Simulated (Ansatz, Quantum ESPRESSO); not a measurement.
# SnO2 (Cassiterite): modes at Γ and the response to a field

Which modes does SnO2 (Cassiterite) have at the zone centre?

Program: Quantum ESPRESSO 7.5. Level of theory: DFT LDA, scalar-relativistic, plane waves, PseudoDojo norm-conserving pseudopotentials. Results are calculated unless marked as measured.

The experiments to compare with:

“Experimental TDPAC and Theoretical DFT Study of Structural, Electronic, and Hyperfine Properties in (111In-->) 111Cd-Doped SnO2 Semiconductor: Ab Initio Modeling of the Electron-Capture-Decay After-Effects Phenomenon” (2018, arxiv:1804.02786) quotes from earlier work for SnO2, rutile (undoped SnO2, earlier work): lattice constant a (a = b) 4.7374 ± 0.0001 Å [Literature value quoted as input for the supercell; measurement temperature not stated]; lattice constant c 3.1864 ± 0.0001 Å [Literature value quoted as input for the supercell; measurement temperature not stated].

“Surface-enhanced Raman scattering of SnO2 bulk material and colloidal solutions” (2011, arxiv:1112.1813) reports for SnO2, rutile, by micro-Raman, 632.8 nm (hot-pressed pellet of micrometric powder, no silver): Raman mode (Eg) about 478 cm⁻¹ [hot-pressed pellet of commercial micrometric powder, polycrystalline]; Raman mode (B2g) about 776 cm⁻¹ [hot-pressed pellet of commercial micrometric powder, polycrystalline].

This is a report of a sequence of runs, with most program output left out.

## 1. Set-up

The structure is tetragonal, space group P4_2/mnm (No. 136). The conventional cell has a = 4.738 Å, b = 4.738 Å, c = 3.187 Å, α = 90.00°, β = 90.00°, γ = 90.00°. Sn has 6 O at 2.05 to 2.06 Å nearest. O has 3 Sn at 2.05 to 2.06 Å nearest. Farther neighbours and most contacts between anions are not listed.

Structure file:

```
Sn O
1.0
     4.73800    0.00000    0.00000
     0.00000    4.73800    0.00000
     0.00000    0.00000    3.18650
Sn O
2 4
Direct
  0.00000 0.00000 0.00000
  0.50000 0.50000 0.50000
  0.30710 0.30710 0.00000
  0.19290 0.80710 0.50000
  0.69290 0.69290 0.00000
  0.80710 0.19290 0.50000
```

## 2. A first look

Before anything dear is run, a loose run with smearing shows whether this is a metal and how far the cell is from rest.

probe.in reads:

```
 &control
    calculation='scf',
    prefix='x',
    outdir='./tmp',
    pseudo_dir='./pseudo',
    tprnfor=.true.,
    tstress=.true.,
    verbosity='high',
 /
 &system
    ibrav=6,
    celldm(1)=8.95352238,
    celldm(3)=0.67254116,
    nat=6,
    ntyp=2,
    ecutwfc=84.0,
    occupations='smearing',
    smearing='gaussian',
    degauss=0.01,
 /
 &electrons
    conv_thr=1.0d-07,
    mixing_beta=0.7,
    electron_maxstep=100,
 /
ATOMIC_SPECIES
 Sn    118.7100  Sn.upf
 O      15.9990  O.upf
ATOMIC_POSITIONS crystal
 Sn     0.000000000   0.000000000   0.000000000
 Sn     0.500000000   0.500000000   0.500000000
 O      0.307100000   0.307100000   0.000000000
 O      0.192900000   0.807100000   0.500000000
 O      0.692900000   0.692900000   0.000000000
 O      0.807100000   0.192900000   0.500000000
K_POINTS automatic
 4 4 6 0 0 0
```

Launch:

```
$ OMP_NUM_THREADS=1 mpirun -n 8 pw.x -nk 8 -in probe.in > probe.out
```

Wall time 8.1 s (8 MPI ranks of Arm Neoverse V2, shared host); 64 s of CPU time.

Read from the output:

- volume per atom: 11.92 Å³
- pressure: -0.2903 GPa
- gap on the k-mesh: 1.126 eV

A gap of 1.1 eV opens on this mesh, so the crystal is taken as an insulator; the start stands at -0.29 GPa.

## 3. Relaxation

The relaxation runs at a cutoff a fifth above that of the response, since stress converges more slowly with the basis than frequencies do. Forces and stress are brought to rest with tight thresholds.

relax.in reads:

```
 &control
    calculation='vc-relax',
    prefix='x',
    outdir='./tmp',
    pseudo_dir='./pseudo',
    tprnfor=.true.,
    tstress=.true.,
    forc_conv_thr=2.0d-05,
    etot_conv_thr=1.0d-07,
    nstep=40,
 /
 &system
    ibrav=6,
    celldm(1)=8.95352238,
    celldm(3)=0.67254116,
    nat=6,
    ntyp=2,
    ecutwfc=101,
    occupations='fixed',
    nbnd=28,
 /
 &electrons
    conv_thr=1.0d-11,
    mixing_beta=0.7,
    electron_maxstep=100,
 /
 &ions
 /
 &cell
    press_conv_thr=0.2,
 /
ATOMIC_SPECIES
 Sn    118.7100  Sn.upf
 O      15.9990  O.upf
ATOMIC_POSITIONS crystal
 Sn     0.000000000   0.000000000   0.000000000
 Sn     0.500000000   0.500000000   0.500000000
 O      0.307100000   0.307100000   0.000000000
 O      0.192900000   0.807100000   0.500000000
 O      0.692900000   0.692900000   0.000000000
 O      0.807100000   0.192900000   0.500000000
K_POINTS automatic
 6 6 8 0 0 0
```

Launch:

```
$ OMP_NUM_THREADS=1 mpirun -n 8 pw.x -nk 8 -in relax.in > relax.out
```

It took 2.2 min on 8 MPI ranks; 17 min of CPU time.

The steps of the relaxation:

```csv
step,energy less that of the first step (eV),largest force (eV/Å),pressure (GPa),volume (Å³)
1,0.0000,0.1475,-0.22,71.53
2,-0.0022,0.0727,-0.19,71.45
3,-0.0031,0.0058,0.04,71.30
4,-0.0031,0.0038,-0.01,71.32
5,-0.0031,0.0009,-0.01,71.32
6,-0.0031,0.0000,0.00,71.31
7,-0.0031,0.0000,0.00,71.31
```

```csv
"conventional cell, symmetrised",before,after,change
a (Å),4.738,4.724,-0.3 %
b (Å),4.738,4.724,-0.3 %
c (Å),3.187,3.195,+0.3 %
volume (Å³/atom),11.92,11.89,-0.3 %
```

Final coordinates:

```xyz
6
Lattice="4.7242 0.0000 0.0000 0.0000 4.7242 0.0000 0.0000 0.0000 3.1954" Properties=species:S:1:pos:R:3 pbc="T T T"
Sn    0.0000    0.0000    0.0000
Sn    2.3621    2.3621    1.5977
O     1.4466    1.4466    0.0000
O     0.9155    3.8087    1.5977
O     3.2776    3.2776    0.0000
O     3.8087    0.9155    1.5977
```

The last row of the table of steps is pw.x's closing run on a basis chosen anew for the final cell, so its energy can jump.

Read from the output:

- volume per atom: 11.89 Å³
- pressure: -0.003000 GPa
- gap on the k-mesh: 1.125 eV

The volume changes by -0.3 % from the cell with which this run began.

## 4. Self-consistent run for the response

The response is built on this ground state, so it is converged far tighter than an energy would need. With a gap, occupations are fixed, which also allows the response to an electric field.

scf.in reads:

```
 &control
    calculation='scf',
    prefix='x',
    outdir='./tmp',
    pseudo_dir='./pseudo',
    tprnfor=.true.,
    tstress=.true.,
 /
 &system
    ibrav=6,
    celldm(1)=8.92740876,
    celldm(3)=0.67639508,
    nat=6,
    ntyp=2,
    ecutwfc=84.0,
    occupations='fixed',
    nbnd=28,
 /
 &electrons
    conv_thr=1.0d-12,
    mixing_beta=0.7,
    electron_maxstep=100,
 /
ATOMIC_SPECIES
 Sn    118.7100  Sn.upf
 O      15.9990  O.upf
ATOMIC_POSITIONS crystal
 Sn     0.000000000   0.000000000   0.000000000
 Sn     0.500000000   0.500000000   0.500000000
 O      0.306214818   0.306214818   0.000000000
 O      0.193785182   0.806214818   0.500000000
 O      0.693785182   0.693785182   0.000000000
 O      0.806214818   0.193785182   0.500000000
K_POINTS automatic
 6 6 8 0 0 0
```

Launch:

```
$ OMP_NUM_THREADS=1 mpirun -n 8 pw.x -nk 8 -in scf.in > scf.out
```

It took 26 s on 8 MPI ranks; 3.4 min of CPU time.

This step gave:

- pressure: -0.04267 GPa

The cell stands at -0.043 GPa, close enough for phonons.

## 5. Linear response at Γ

At q = 0 one unit cell holds all displacements; symmetry groups them into irreducible representations that are solved one by one. The response to a field gives ε∞ and the Born charges, which polar modes need.

ph.in reads:

```
phonons
 &inputph
    prefix='x',
    outdir='./tmp',
    fildyn='g.dyn',
    tr2_ph=1.0d-18,
    epsil=.true.,
 /
0.000000000000 0.000000000000 0.000000000000
```

Launch:

```
$ OMP_NUM_THREADS=1 mpirun -n 8 ph.x -nk 8 -in ph.in > ph.out
```

The job ended after 22 min (8 MPI ranks).

This step gave:

```yaml
miss_of_the_charge_sum_rule: 9.20e-4 e
largest_acoustic_frequency_at_the_zone_centre_before_the_sum_rule: -3.23 cm⁻¹
highest_optical_zone_centre_mode_no_lo_to_term: 755.8 cm⁻¹
lowest_optical_zone_centre_mode: 101.8 cm⁻¹
mean_high_frequency_dielectric_constant: 4.576
largest_born_charge_in_size_third_of_the_trace: 4.276 e
```

Born charge (rows field, columns displacement), before the sum rule (e), principal values of the symmetric part by kind of site:

```csv
atom,atoms with these values,low,middle,high,mean
Sn1,2,3.67,4.55,4.60,4.28
O3,4,-2.81,-2.28,-1.33,-2.14
```

In full for O3:

```
-2.07 -0.74  0.00
-0.74 -2.07  0.00
 0.00  0.00 -2.28
```

High-frequency dielectric tensor:

```
4.47 0.00 0.00
0.00 4.47 0.00
0.00 0.00 4.79
```

The acoustic modes at Γ come out as far as 3.2 cm⁻¹ from zero, where they should vanish, a small numerical error; the Born charges miss their sum rule by 9.2e-4 e, which is good.

## 6. Zone-centre analysis

A rigid shift of the crystal must cost nothing, but grids and finite bases break this; the acoustic sum rule is imposed before the matrix is diagonalised again. With Born charges the intensities follow, and the static dielectric tensor.

dynmat.in reads:

```
 &input
    fildyn='g.dyn',
    asr='crystal',
    fileig='dynmat.eig',
    lperm=.true.,
 /
```

Launch:

```
$ dynmat.x -in dynmat.in > dynmat.out
```

Run time: 0.48 s. Hardware: 1 thread.

This step gave:

```yaml
mean_static_dielectric_constant: 12.09
```

Unit eigenvectors of the mass-weighted matrix after the sum rule; no LO-TO term. The modes at Γ (shares of kinetic energy by element, %):

```csv
mode,frequency (cm⁻¹),symmetry,Sn %,O %
1,0.0,acoustic,79,21
2,0.0,acoustic,79,21
3,0.0,acoustic,79,21
4,101.8,B1g,0,100
5,146.3,B1u,92,8
6,222.7,Eu,21,79
7,222.7,Eu,21,79
8,280.5,Eu,92,8
9,280.5,Eu,92,8
10,347.1,A2g,0,100
11,463.3,A2u,21,79
12,468.8,Eg,0,100
13,468.8,Eg,0,100
14,562.6,B1u,8,92
15,598.5,Eu,8,92
16,598.5,Eu,8,92
17,628.7,A1g,0,100
18,755.8,B2g,0,100
```

Displacements in mode 4 (101.8 cm⁻¹), the largest set to 1:
```
Sn1  0.00  0.00  0.00
Sn2  0.00  0.00  0.00
O3   1.00 -1.00  0.00
O4  -1.00 -1.00  0.00
O5  -1.00  1.00  0.00
O6   1.00  1.00  0.00
```

Displacements in mode 17 (628.7 cm⁻¹), the largest set to 1:
```
Sn1  0.00  0.00  0.00
Sn2  0.00  0.00  0.00
O3   1.00  1.00  0.00
O4  -1.00  1.00  0.00
O5  -1.00 -1.00  0.00
O6   1.00 -1.00  0.00
```

Degenerate modes summed, no LO-TO term. Infrared lines, with heights relative to the strongest:

```csv
position (cm⁻¹),lines merged,label,"IR intensity, relative"
102,1,B1g,0.0
146,1,B1u,0.0
223,2,Eu,43
280,2,Eu,10
347,1,A2g,0.0
463,1,A2u,84
469,2,Eg,0.0
563,1,B1u,0.0
599,2,Eu,100
629,1,A1g,0.0
756,1,B2g,0.0
```

Static dielectric tensor (ions relaxed, fixed cell):

```
13.10  0.00  0.00
 0.00 13.10  0.00
 0.00  0.00 10.08
```

The rule moves no optical mode by more than 0.1 cm⁻¹.

## 7. Sum rules set otherwise: a sum rule for molecules or wires on a crystal

This rule also removes rotations, which suits molecules and not a crystal; it is tried to see the harm.

dynmat.in reads:

```
 &input
    fildyn='g.dyn',
    asr='zero-dim',
    fileig='dynmat.eig',
    lperm=.true.,
 /
```

Launch:

```
$ dynmat.x -in dynmat.in > dynmat.out
```

It took 0.48 s on 1 thread.

The run ended normally, but on settings that are not sound.

The fault: a sum rule for molecules or wires on a crystal; 3 optical modes are projected out to zero frequency, as if they were rotations, and the static dielectric tensor is spoilt.

For a crystal the rule has to be 'simple' or 'crystal'.

Zone-centre frequencies as printed; negative means imaginary. Modes:

```csv
mode,frequency (cm⁻¹)
1,0
2,0
3,0
4,0
5,0
6,0
7,207.8
8,249.3
9,253.9
10,338.9
11,339.2
12,392
13,479.2
14,564
15,575.1
16,599.3
17,628.7
18,755.8
```

## 8. The LO-TO splitting (1 0 0)

A longitudinal polar mode sets up a macroscopic field that stiffens it; the term hangs on the direction from which q goes to zero.

dynmat.in reads:

```
 &input
    fildyn='g.dyn',
    asr='crystal',
    fileig='dynmat.eig',
    q(1)=1.0,
    q(2)=0.0,
    q(3)=0.0,
 /
```

Launch:

```
$ dynmat.x -in dynmat.in > dynmat.out
```

Run time: 0.47 s. Hardware: 1 thread.

Numbers from this step:

- highest mode moved by the LO-TO term: 734.2 cm⁻¹

Zone-centre frequencies as printed; negative means imaginary. Modes:

```csv
mode,frequency (cm⁻¹)
1,0
2,0
3,0
4,101.8
5,146.3
6,222.7
7,264.2
8,280.5
9,330
10,347.1
11,463.3
12,468.8
13,468.8
14,562.6
15,598.5
16,628.7
17,734.2
18,755.8
```

The field moves 3 modes; the highest of them now lies at 734 cm⁻¹, where the highest that moved away lay at 598.

## 9. Modes along a direction of q (0 0 1)

dynmat.in reads:

```
 &input
    fildyn='g.dyn',
    asr='crystal',
    fileig='dynmat.eig',
    q(1)=0.0,
    q(2)=0.0,
    q(3)=1.0,
 /
```

Launch:

```
$ dynmat.x -in dynmat.in > dynmat.out
```

The job ended after 0.47 s (1 thread).

Read from the output:

* highest mode moved by the LO-TO term: 672.0 cm⁻¹

Zone-centre frequencies as printed; negative means imaginary. Modes:

```csv
mode,frequency (cm⁻¹)
1,0
2,0
3,0
4,101.8
5,146.3
6,222.7
7,222.7
8,280.5
9,280.5
10,347.1
11,468.8
12,468.8
13,562.6
14,598.5
15,598.5
16,628.7
17,672
18,755.8
```

The field moves one mode, from 463 to 672 cm⁻¹; the others stay.

## 10. Modes along a direction of q (1 1 1)

dynmat.in reads:

```
 &input
    fildyn='g.dyn',
    asr='crystal',
    fileig='dynmat.eig',
    q(1)=1.0,
    q(2)=1.0,
    q(3)=1.0,
 /
```

Launch:

```
$ dynmat.x -in dynmat.in > dynmat.out
```

It took 0.47 s on 1 thread.

This step gave:

```
highest mode moved by the LO-TO term : 719.7 cm⁻¹
```

Zone-centre frequencies as printed; negative means imaginary. Modes:

```csv
mode,frequency (cm⁻¹)
1,0
2,0
3,0
4,101.8
5,146.3
6,222.7
7,256.2
8,280.5
9,298.5
10,347.1
11,468.8
12,468.8
13,511.5
14,562.6
15,598.5
16,628.7
17,719.7
18,755.8
```

The field moves 4 modes; the highest of them now lies at 720 cm⁻¹, where the highest that moved away lay at 598.

## 11. A second program

The same cell goes through another code at the same cutoff. The files are of one family, but Ansatz's library holds files of its own making for some heavy elements, so those for Sn may differ. Its k mesh is centred on Γ.

This step: DFT LDA, scalar-relativistic, plane waves, norm-conserving pseudopotentials of its library (PseudoDojo's, some remade) (Ansatz 0.2.0).

input.yaml reads:

```yaml
crystal:
  lattice:
    - [4.7241812685, 0.0, 0.0]
    - [0.0, 4.7241812685, 0.0]
    - [0.0, 0.0, 3.1954129527]
  atoms:
    - { symbol: Sn, position: [0.0, 0.0, 0.0] }
    - { symbol: Sn, position: [0.5, 0.5, 0.5] }
    - { symbol: O, position: [0.3062148182, 0.3062148182, 0.0] }
    - { symbol: O, position: [0.1937851818, 0.8062148182, 0.5] }
    - { symbol: O, position: [0.6937851818, 0.6937851818, 0.0] }
    - { symbol: O, position: [0.8062148182, 0.1937851818, 0.5] }
kpoints:
  mp_grid: { grid: [6, 6, 8] }
hamiltonian:
  xc: lda
  pseudopotentials: { kind: nc, accuracy: standard }
scf:
  occupations: { method: fixed }
output:
  eigenvalues: true
basis:
  ecutwfc: 1142.878
phonons:
  method: dfpt
  dielectric: true
  rigid_motions: translations
```

Launch:

```
$ ansatz run input.yaml --threads 8 --pin off --max-ram 16384MiB --backend cpu --events-out ev --progress --plain --runs-dir out
```

The job ended after 2.1 min (8 threads; peak memory 5 GiB).

Read from the output:

```yaml
gap_on_the_k_mesh: 1.124 eV
sum_rule_residual_before_enforcement: 6.01e-5 eV/Å²
miss_of_the_charge_sum_rule: 0.009145 e
estimated_error_of_the_dielectric_tensor: 0.01651
estimated_error_of_the_born_charges: 0.04214 e
lowest_optical_zone_centre_mode: 101.5 cm⁻¹
mean_high_frequency_dielectric_constant: 4.568
largest_born_charge_in_size_third_of_the_trace: 4.275 e
highest_mode_moved_by_the_lo_to_term: 734.5 cm⁻¹
```

Transverse modes. Lines of the infrared spectrum (strongest = 100):

```csv
position (cm⁻¹),label,"IR intensity ((D/Å)²/amu), degenerate modes summed, relative"
102,B1g,0.0
146,B1u,0.0
223,Eu,43
280,Eu,10
347,A2g,0.0
463,A2u,84
469,Eg,0.0
563,B1u,0.0
598,Eu,100
629,A1g,0.0
756,B2g,0.0
```

The log warns that the force constants on this k mesh are to be taken as unconverged.

## 12. Side by side: QE PseudoDojo and Ansatz, library NC

Numbers from this step:

* root-mean-square difference: 0.1 cm⁻¹
* largest difference: 0.32 cm⁻¹

The 12 of 15 modes that differ most. Frequencies side by side:

```csv
q (reciprocal lattice),mode,QE PseudoDojo (cm⁻¹),"Ansatz, library NC (cm⁻¹)"
0 0 0,4,101.8,101.5
0 0 0,5,146.3,146.3
0 0 0,6,222.7,222.7
0 0 0,7,222.7,222.7
0 0 0,8,280.5,280.5
0 0 0,9,280.5,280.5
0 0 0,10,347.1,347
0 0 0,12,468.8,468.9
0 0 0,13,468.8,468.9
0 0 0,14,562.6,562.7
0 0 0,15,598.5,598.5
0 0 0,16,598.5,598.5
```

The two runs side by side. Further quantities:

```csv
quantity,QE PseudoDojo,"Ansatz, library NC"
mean ε∞,4.576,4.568
"largest Born charge in size (e; the first before, the second after the charge sum rule)",4.276,4.275
summed IR intensity ((D/Å)²/amu),107.1,107
```

At the zone centre the largest difference (acoustic modes at Γ apart) is 0.04 % of the highest mode.

## 13. A second program

The same cell goes through another code, with its own cutoff. It uses its own PAW datasets, so the potentials differ. Its k mesh is centred on Γ.

This step: DFT LDA, scalar-relativistic, plane waves, PAW (Ansatz 0.2.0).

input.yaml: that of step 11 with these lines changed.

```diff
@@ -16,3 +16,2 @@
   xc: lda
-  pseudopotentials: { kind: nc, accuracy: standard }
 scf:
@@ -21,4 +20,2 @@
   eigenvalues: true
-basis:
-  ecutwfc: 1142.878
 phonons:
```

Wall time 41 s (8 threads); peak memory 1.7 GiB.

Numbers from this step:

```
gap on the k-mesh                                : 1.132 eV
sum-rule residual before enforcement             : 1.98e-4 eV/Å²
miss of the charge sum rule                      : 0.009848 e
estimated error of the dielectric tensor         : 0.01794
estimated error of the Born charges              : 0.03990 e
highest optical zone-centre mode (no LO-TO term) : 751.9 cm⁻¹
lowest optical zone-centre mode                  : 105.4 cm⁻¹
mean high-frequency dielectric constant          : 4.559
largest Born charge in size (third of the trace) : 4.260 e
mean static dielectric constant                  : 12.06
highest mode moved by the LO-TO term             : 729.5 cm⁻¹
```

Transverse modes. Lines of the infrared spectrum (strongest = 100):

```csv
position (cm⁻¹),label,"IR intensity ((D/Å)²/amu), degenerate modes summed, relative"
105,B1g,0.0
146,B1u,0.0
224,Eu,44
280,Eu,11
348,A2g,0.0
458,A2u,85
465,Eg,0.0
557,B1u,0.0
593,Eu,100
625,A1g,0.0
752,B2g,0.0
```

The log warns that the force constants on this k mesh are to be taken as unconverged.

## 14. Side by side: QE PseudoDojo and Ansatz, PAW

Numbers from this step:

```
root-mean-square difference : 3.51 cm⁻¹
largest difference          : 5.37 cm⁻¹
```

The 12 of 15 modes that differ most. Frequencies side by side:

```csv
q (reciprocal lattice),mode,QE PseudoDojo (cm⁻¹),"Ansatz, PAW (cm⁻¹)"
0 0 0,4,101.8,105.4
0 0 0,6,222.7,223.9
0 0 0,7,222.7,223.9
0 0 0,8,280.5,279.7
0 0 0,11,463.3,458.4
0 0 0,12,468.8,464.9
0 0 0,13,468.8,464.9
0 0 0,14,562.6,557.3
0 0 0,15,598.5,593.4
0 0 0,16,598.5,593.4
0 0 0,17,628.7,624.8
0 0 0,18,755.8,751.9
```

The two runs side by side. Further quantities:

```csv
quantity,QE PseudoDojo,"Ansatz, PAW"
mean ε∞,4.576,4.559
"largest Born charge in size (e; the first before, the second after the charge sum rule)",4.276,4.26
summed IR intensity ((D/Å)²/amu),107.1,106.2
```

At the zone centre the largest difference (acoustic modes at Γ apart) is 0.7 % of the highest mode.

## 15. Outcome

| Quantity | Value |
| --- | --- |
| space group after relaxation | P4_2/mnm |
| volume per atom | 11.9 Å³ |
| gap on the k-mesh | 1.12 eV |
| highest optical zone-centre mode (no LO-TO term) | 755.8 cm⁻¹ |
| lowest optical zone-centre mode | 101.8 cm⁻¹ |
| highest mode moved by the LO-TO term | 734.2 cm⁻¹ |
| mean high-frequency dielectric constant | 4.58 |
| largest Born charge in size (third of the trace) | 4.28 e |
| mean static dielectric constant | 12.1 |
| imaginary optical modes at the zone centre (no q mesh in this session) | none |
| largest difference from Ansatz, library NC | 0.32 cm⁻¹ |

What this shows: At the LDA level the optical modes of SnO2 (Cassiterite) at the zone centre (no LO-TO term) run from 102 to 756 cm⁻¹. Along the directions run, the highest mode that the macroscopic field moves lies at 734 cm⁻¹. Lattice motion raises the mean dielectric constant from 4.576 to 12.09. Of the 15 optical modes, 5 are Raman active alone, 3 are silent and 7 are infrared active alone; inversion symmetry keeps the two sets apart. QE PseudoDojo and Ansatz, library NC agree to 0.32 cm⁻¹ (0.04 % of the highest mode compared) on all solved modes but the acoustic ones at Γ, without the LO-TO term. QE PseudoDojo and Ansatz, PAW differ by 3.5 cm⁻¹ in the root mean square and by 5.4 cm⁻¹ at most, 0.7 % of the highest mode compared (acoustic modes at Γ left out). These are harmonic frequencies at zero temperature: anharmonic shifts and linewidths and thermal expansion are left out. The published file for Sn has no f projectors, which tends to make oxide cells too large. Ansatz's log warns that force constants on this k mesh are to be taken as unconverged, an error that the frequencies of both programs share.

Comparison with the measured values:

| quantity | measured | LDA PseudoDojo norm-conserving, Quantum ESPRESSO |
| --- | --- | --- |
| lattice constant a (Å) | 4.7374 | 4.724 (-0.3 %) |
| lattice constant c (Å) | 3.1864 | 3.195 (+0.3 %) |
| Raman mode, Eg (cm⁻¹) | 478 | 469 (-1.9 %) |
| Raman mode, B2g (cm⁻¹) | 776 | 756 (-2.6 %) |

Measured values from arxiv:1804.02786 (2018) and arxiv:1112.1813 (2011).

**Verdict.** The lattice constant a is off by -0.3 %: good agreement. The lattice constant c is off by +0.3 %: good agreement. The Raman mode is off by -1.9 %: good agreement. The Raman mode is off by -2.6 %: good agreement. The grades are ours: good and fair within 0.7 and 1.5 % for the lattice constant a, 0.8 and 2 % for the lattice constant c and 3 and 7 % for the Raman mode. Zero-point motion and thermal expansion are not in the computed lattice constants and Raman mode. Limits of convergence are named above.

[Host names and launcher messages were left out of these logs when they were recorded.]

[Logs are printed without paths, hosts, clocks, repeated set-up lines and the standing remarks that a program may print on its own settings, such as how far it seeks lower states.]

[Hosts, paths, dates, database ids (printed as entryN), source tags and the programs' standing remarks are cut or masked in the printed files.]
